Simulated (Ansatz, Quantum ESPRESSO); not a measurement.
# Predicting the next point of a tunnelling series: vacuum gaps between two Cu(100) faces

**Set-up.** Quantum ESPRESSO 7.5 (pw.x, pwcond.x), PBE, PseudoDojo norm-conserving; geometry as built. T is the transmission per spin at the Fermi level, averaged over the mesh across the current, in a cell of 6.62 Å². The series steps the width of the vacuum gap.

```tsv
width (Å)	T
3	0.564
4	0.203
5	0.0438
6	0.007
7	0.00103
8	0.000139
```

To predict: What is T at 9 Å?

**Worked estimate.** In the tunnelling regime ln T falls linearly. The last two rows give a slope of ln(0.00103/0.000139)/(8 − 7) = 2.003 per Å, so T(9) ≈ 0.000139 × exp(−2.003 × 1) = 1.88e−5.

What the calculation gave: T = 1.69e−5; the estimate is 1.11 times that. The slope over the last interval is 2.106: the same within 8 %. Points of the mesh with over 2.5 times the mean carry 82 % of this T, so the value leans on the mesh. A second code, Ansatz 0.2.0, gives 1.61e−5.

Caveats: Short leads, unrelaxed atoms, a barrier without the image potential and an untested mesh.

[Logs are printed without paths, hosts, clocks, repeated set-up lines and the standing remarks that a program may print on its own settings, such as how far it seeks lower states.]
